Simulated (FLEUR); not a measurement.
# 1 ML V on Ir(111), fcc site, 3 substrate layers: anisotropy by force theorems

One state of 1 ML V on Ir(111), fcc site, 3 substrate layers is converged without symmetry. Force theorems then give its anisotropy.

Calculated with FLEUR MaX-R8.1; LDA (VWN); all-electron FLAPW film, Dirac cores, scalar-relativistic bands.

This is a report of a sequence of runs, with most program output left out.

**1. Starting point**

The cell holds 4 atoms: 3 Ir and 1 V. Cell: a = 2.709 Å, b = 2.709 Å, c = 20.618 Å, α = 90.0°, β = 90.0°, γ = 120.0°. Pseudomorphic film on a typed substrate lattice, hard-sphere layer spacings, unrelaxed. Vacuum lies along c.

Structure file:

```
Ir V
1.0
     2.70907    0.00000    0.00000
    -1.35453    2.34612    0.00000
     0.00000    0.00000   20.61801
Ir V
3 1
Direct
  0.00000 0.00000 0.33951
  0.66667 0.33333 0.44679
  0.33333 0.66667 0.55407
  0.00000 0.00000 0.66049
```

The step “antisymmetric exchange” was refused by the program and is left out.

**2. The magnetic state**

The force theorems are single passes in this state's potential, so it has to be converged first.

No symmetry is used, so that later steps may turn the spins freely; k and −k are joined. FLEUR takes the sheet as a true film: the images along c are dropped, heights are typed in bohr, and the vacuum on both sides is semi-infinite. inpgen writes inp.xml from crystal.txt; cutoffs, mixing, functional, smearing and local orbitals are then set in the file. The k list scf (kpts.xml, not shown) is a Γ-centred 14×14×1 mesh; where the ranks do not divide the number of points, some are split in two of half the weight. The seed on Ir dies away in this run, so the pattern is judged on the other seeded atoms.

Input file inp.xml:

```
<?xml version="1.0" encoding="UTF-8" standalone="no"?>
<fleurInput fleurInputVersion="0.39">
   <comment>
      VIr3
   </comment>
   <calculationSetup>
      <cutoffs Kmax="3.6" Gmax="14.4" GmaxXC="14.4" numbands="0"/>
      <scfLoop itmax="120" minDistance="0.00002" maxIterBroyd="15" imix="Anderson" alpha="0.03" precondParam="0.0" spinf="2.0" sdNocoIR="T"/>
      <coreElectrons ctail="F" frcor="F" kcrel="0" coretail_lmax="0"/>
      <xcFunctional name="vwn" relativisticCorrections="F"/>
      <magnetism jspins="2" l_noco="F" l_ss="F">
         <qss>0.0 0.0 0.0</qss>
         <mtNocoParams l_mperp="F" l_mtNocoPot="F" l_relaxSQA="F" mag_mixing_scheme="0" mix_RelaxWeightOffD="1.0" l_constrained="F" mix_constr="1.0"/>
         <sourceFreeMag l_sourceFree="F" l_scaleMag="F" mag_scale="1.0"/>
      </magnetism>
      <soc l_soc="F" theta="0.0" phi="0.0" spav="F"/>
      <expertModes spex="0" secvar="F"/>
      <geometryOptimization l_f="F" forcealpha="1.0" forcemix="BFGS" epsdisp="0.00001" epsforce="0.00001"/>
      <ldaU l_linMix="F" mixParam="0.05" spinf="1.0"/>
   </calculationSetup>
   <cell>
      <bzIntegration valenceElectrons="58.0" mode="gauss" fermiSmearingEnergy="0.00183747">
         <kPointListSelection listName="scf"/>
         <xi:include xmlns:xi="http://www.w3.org/2001/XInclude" href="kpts.xml"> </xi:include>
      </bzIntegration>
      <xi:include xmlns:xi="http://www.w3.org/2001/XInclude" href="sym.xml"> </xi:include>
      <filmLattice scale="1.0" dVac="18.15" dTilda="20.65">
         <bravaisMatrixFilm>
            <row-1>    5.1193957998309152     0.0000001793917010</row-1>
            <row-2>   -2.5596980552698421     4.4335267249784467</row-2>
         </bravaisMatrixFilm>
         <vacuumEnergyParameters vacuum="1" spinUp="-.25" spinDown="-.25"/>
         <vacuumEnergyParameters vacuum="2" spinUp="-.25" spinDown="-.25"/>
      </filmLattice>
   </cell>
   <atomSpecies>
      <species name="Iridium (I1.000" element="Ir" atomicNumber="77">
         <mtSphere radius="2.42" gridPoints="801" logIncrement="0.017"/>
         <atomicCutoffs lmax="10" lnonsphr="8"/>
         <electronConfig flipSpins="F">
            <coreConfig>(1s1/2) (2s1/2) (2p1/2) (2p3/2) (3s1/2) (3p1/2) (3p3/2) (4s1/2) (3d3/2) (3d5/2) (4p1/2) (4p3/2) (5s1/2) (4d3/2) (4d5/2) (4f5/2) (4f7/2)</coreConfig>
            <valenceConfig>(5p1/2) (5p3/2) (6s1/2) (5d3/2) (5d5/2)</valenceConfig>
            <stateOccupation state="(5d3/2)" spinUp="1.4" spinDown="1.4"/>
            <stateOccupation state="(5d5/2)" spinUp="2.6" spinDown="1.6"/>
         </electronConfig>
         <energyParameters s="6" p="6" d="5" f="5"/>
         <lo type="SCLO" l="1" n="5" eDeriv="0"/>
      </species>
      <species name="Vanadium (1.501" element="V" atomicNumber="23">
         <mtSphere radius="2.42" gridPoints="801" logIncrement="0.015"/>
         <atomicCutoffs lmax="10" lnonsphr="8"/>
         <electronConfig flipSpins="F">
            <coreConfig>(1s1/2) (2s1/2) (2p1/2) (2p3/2)</coreConfig>
            <valenceConfig>(3s1/2) (3p1/2) (3p3/2) (4s1/2) (3d3/2) (3d5/2)</valenceConfig>
            <stateOccupation state="(3d3/2)" spinUp="0.6" spinDown="0.6"/>
            <stateOccupation state="(3d5/2)" spinUp="1.6505" spinDown="0.1495"/>
         </electronConfig>
         <energyParameters s="4" p="4" d="3" f="4"/>
         <lo type="SCLO" l="0" n="3" eDeriv="0"/>
         <lo type="SCLO" l="1" n="3" eDeriv="0"/>
      </species>
   </atomSpecies>
   <atomGroups>
      <atomGroup species="Iridium (I1.000">
         <filmPos label="                   1">.0000000000 .0000000000 -6.2531129728</filmPos>
         <force calculate="T" relaxXYZ="TTT"/>
         <nocoParams  alpha="0.0" beta="0.0"/>
      </atomGroup>
      <atomGroup species="Iridium (I1.000">
         <filmPos label="                   2">-1.000/3.000 1.000/3.000 -2.0731498226</filmPos>
         <force calculate="T" relaxXYZ="TTT"/>
         <nocoParams  alpha="0.0" beta="0.0"/>
      </atomGroup>
      <atomGroup species="Iridium (I1.000">
         <filmPos label="                   3">1.000/3.000 -1.000/3.000 2.1068133277</filmPos>
         <force calculate="T" relaxXYZ="TTT"/>
         <nocoParams  alpha="0.0" beta="0.0"/>
      </atomGroup>
      <atomGroup species="Vanadium (1.501">
         <filmPos label="                   4">.0000000000 .0000000000 6.2531129728</filmPos>
         <force calculate="T" relaxXYZ="TTT"/>
         <nocoParams  alpha="0.0" beta="0.0"/>
      </atomGroup>
   </atomGroups>
   <output dos="F" band="F" slice="F">
      <bandDOS minEnergy="-.5*Htr" maxEnergy="0.5*Htr" sigma="0.015" storeEVData="T"/>
      <plotting iplot="0" polar="F">
         <plot TwoD="T" vec1="  1.0  0.0  0.0" vec2="  0.0  1.0  0.0" vec3="  0.0  0.0  1.0" zero="  0.0  0.0 -0.5" file="plot"/>
      </plotting>
      <moessbauerParams electricFieldGradient="F" isomerShift="F" coreHyperfine="F" valenceHyperfine="F"/>
   </output>
</fleurInput>
```

Input file crystal.txt:

```
VIr3
&input film=T cartesian=F /
2.70906759090  0.00000009493  0.00000000000
-1.35453387766  2.34612130682  0.00000000000
0.00000000000  0.00000000000  1.00000000000
1.8897261246
1.0 1.0 1.0

4
77 0.00000000000  0.00000000000  -6.25311297282 : 1.000
77 0.66666666667  0.33333333333  -2.07314982255 : 1.000
77 0.33333333333  0.66666666667  2.10681332772 : 1.000
23 0.00000000000  0.00000000000  6.25311297282 : 1.501

&kpt div1=14 div2=14 div3=1 gamma=T /
```

Run with:

```sh
> OMP_NUM_THREADS=1 inpgen -f crystal.txt -nosym -noco > inpgen.log  # inp.xml is then edited as shown
> OMP_NUM_THREADS=1 mpirun -n 4 fleur_MPI > fleur.log
```

Wall time 20 min (4 MPI ranks of Intel Xeon Platinum 8259CL at 2.50GHz (Skylake/Cascade Lake), shared host); peak memory 1.5 GiB.

Spin moment in the muffin-tin sphere by atom:

| atom | spin moment in the muffin-tin sphere (μB) |
| --- | --- |
| Ir1 | -0.021 |
| Ir2 | -0.011 |
| Ir3 | -0.015 |
| V4 | 0.288 |

Read from the output:

```yaml
free_energy: -1482795.3886 eV
program_s_band_gap_on_this_mesh_in_a_metal_only_a_level_spacing: 0 eV
magnetization: 0.3458 μB
final_state: ferromagnetic
```

After 71 cycles the largest moment stands at 0.288 μB.

**3. Energy against the direction of the moments, rung 1**

Anisotropy is a small difference, so it is taken from sums over occupied states at a frozen potential, where most errors cancel.

One pass with spin–orbit coupling for each direction, from the saved density. The k list mae (kpts.xml, not shown) is a Γ-centred 20×20×1 mesh.

Changes to inp.xml since step 2:

```diff
@@ -6,4 +6,4 @@
    <calculationSetup>
-      <cutoffs Kmax="3.6" Gmax="14.4" GmaxXC="14.4" numbands="0"/>
-      <scfLoop itmax="120" minDistance="0.00002" maxIterBroyd="15" imix="Anderson" alpha="0.03" precondParam="0.0" spinf="2.0" sdNocoIR="T"/>
+      <cutoffs Kmax="3.6" Gmax="14.4" GmaxXC="14.4" numbands="90"/>
+      <scfLoop itmax="1" minDistance="0.00002" maxIterBroyd="15" imix="Anderson" alpha="0.03" precondParam="0.0" spinf="2.0" sdNocoIR="T"/>
       <coreElectrons ctail="F" frcor="F" kcrel="0" coretail_lmax="0"/>
@@ -15,3 +15,3 @@
       </magnetism>
-      <soc l_soc="F" theta="0.0" phi="0.0" spav="F"/>
+      <soc l_soc="T" theta="0.0" phi="0.0" spav="F"/>
       <expertModes spex="0" secvar="F"/>
@@ -22,3 +22,3 @@
       <bzIntegration valenceElectrons="58.0" mode="gauss" fermiSmearingEnergy="0.00183747">
-         <kPointListSelection listName="scf"/>
+         <kPointListSelection listName="mae"/>
          <xi:include xmlns:xi="http://www.w3.org/2001/XInclude" href="kpts.xml"> </xi:include>
@@ -91,2 +91,5 @@
    </output>
+   <forceTheorem>
+      <MAE theta="0.0 1.5707963 1.5707963" phi="0.0 0.0 1.5707963"/>
+   </forceTheorem>
 </fleurInput>
```

Run with:

```sh
> OMP_NUM_THREADS=1 mpirun -n 4 fleur_MPI -warn_only > fleur.log
```

It took 3 min on 4 MPI ranks; peak memory 1.5 GiB.

Anisotropy energies, by row:

```
axis  x  y  z  band energy less the first axis' (meV a cell)
   z  0  0  1                                              0
   x  1  0  0                                        -0.2612
   y  0  1  0                                        -0.2616
```

Shape anisotropy is not in these numbers.

**4. Energy against the direction of the moments, rung 2**

A second rung shows how far the first can be trusted.

The k list mae (kpts.xml, not shown) is a Γ-centred 27×27×1 mesh.

Changes to inp.xml since step 3:

```diff
@@ -6,3 +6,3 @@
    <calculationSetup>
-      <cutoffs Kmax="3.6" Gmax="14.4" GmaxXC="14.4" numbands="90"/>
+      <cutoffs Kmax="3.6" Gmax="14.4" GmaxXC="14.4" numbands="170"/>
       <scfLoop itmax="1" minDistance="0.00002" maxIterBroyd="15" imix="Anderson" alpha="0.03" precondParam="0.0" spinf="2.0" sdNocoIR="T"/>
```

It took 12 min on 4 MPI ranks; peak memory 3.8 GiB; 48 min of CPU time.

Anisotropy energies, by row:

```csv
axis,x,y,z,band energy less the first axis' (meV a cell)
z,0,0,1,0
x,1,0,0,-0.09856
y,0,1,0,-0.1006
```

**5. Summary of results**

```json
{
  "reference state": "ferromagnetic",
  "largest sphere moment": "0.288 μB",
  "easy direction of those tried": "not resolved",
  "energy along x less z, force theorem": "-0.0986 meV a primitive cell"
}
```

The lowest directions differ by less than these runs resolve; shape anisotropy is not included. The difference for the second direction goes from -0.26 meV (mesh 20×20×1, 90 states, 12 min of CPU time) to -0.099 meV (mesh 27×27×1, 170 states, 48 min), so it is not converged. The state was typed, and no other order was converged beside it, so it need not be the ground state. The smearing is not Fermi–Dirac, so its width is no temperature. A substrate of 3 unrelaxed layers is a model; thickness and relaxation can move these numbers.

[Logs and program files are shortened in this print: banners, set-up blocks, solver, clock and traceback lines can be left out without a mark of their own.]

[Logs are printed without paths, hosts, clocks, repeated set-up lines and the standing remarks that a program may print on its own settings, such as how far it seeks lower states.]

[Hosts, paths, dates, database ids (printed as entryN), source tags and the programs' standing remarks are cut or masked in the printed files.]

[Where a cell is said to come from a database of computed structures, the database is the Materials Project.]
